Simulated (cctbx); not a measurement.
## Interatomic vectors of Ti5FeAs

Space group P4/mmm (no. 123), a = 3.9040 Å, b = 3.9040 Å, c = 7.1440 Å, α = 90.00°, β = 90.00°, γ = 90.00°, content As1 Fe1 Ti5.

Simulated single-crystal data (cctbx): Mo Kα, λ = 0.71073 Å, to d = 0.75 Å, 50 % of the full sphere, strongest reflection 5000 counts, noise from counting, a 3 % proportional error and a noise floor of 15 counts (s.d.); no absorption, some extinction.

Patterson synthesis, origin scaled to 1000:

```text
Patterson group P 4/m m m
      u       v       w   height  length (A)
  0.000   0.000   0.000   1000.0     0.00
  0.500   0.500   0.000    638.5     2.76
  0.000   0.500   0.258    581.7     2.68
  0.500   0.500   0.500    514.3     4.51
  0.000   0.000   0.500    471.2     3.57
  0.000   0.500   0.500     -1.5     4.07
  0.265   0.437   0.500     -7.8     4.09
  0.000   0.282   0.044     -8.8     1.15
  0.268   0.425   0.252    -11.6     2.66
  0.096   0.233   0.500    -12.1     3.70
  0.084   0.235   0.253    -13.1     2.05
  0.000   0.500   0.051    -13.6     1.99
  0.000   0.000   0.161    -14.8     1.15
  0.000   0.275   0.500    -15.1     3.73
```

**Question.** Which atom pairs make the peaks, and where is the heaviest atom?

A peak at u stands for all pairs with xi − xj = u, with weight Σ ZiZj against Σ Z² = 4185 at the origin. Peak heights follow these weights only roughly, since form factors, motion and series ripples differ, all vectors within 0.55 Å of a peak are counted as merged into it though the farther ones add only part of their weight, and F(000) is left out, which lowers the whole map:

| u | v | w | shortest length (Å) | height | 1000 ΣZiZj/ΣZ² | pairs in the cell |
| --- | --- | --- | --- | --- | --- | --- |
| 0.500 | 0.500 | 0.000 | 2.76 | 638 | 736 | 4 × Ti–Ti, 2 × Fe–Ti |
| 0.000 | 0.500 | 0.258 | 2.68 | 582 | 852 | 2 × As–Ti, 2 × Fe–Ti, 2 × Ti–Ti |
| 0.500 | 0.500 | 0.500 | 4.51 | 514 | 873 | 4 × Ti–Ti, 2 × As–Fe |
| 0.000 | 0.000 | 0.500 | 3.57 | 471 | 810 | 4 × Ti–Ti, 2 × As–Ti |

The table stops at ten peaks or at a height of 45, below which ripples compete. In the model behind the data As, the heaviest element, has 1 independent site: (0, 0, 1/2), up to an allowed shift of origin. No listed peak is a As–As vector, so the position follows from the cell content and the cross vectors. The whole model:

```
atom  mult.    x    y       z  Ueq (Å²)
 As1      1    0    0     1/2    0.0163
 Fe1      1  1/2  1/2       0    0.0231
 Ti1      1    0    0       0    0.0150
 Ti2      4  1/2    0  0.7123    0.0188
```

This is a model crystal, built by substitution and not relaxed, with assumed displacement parameters.

[Logs are printed without paths, hosts, clocks, repeated set-up lines and the standing remarks that a program may print on its own settings, such as how far it seeks lower states.]
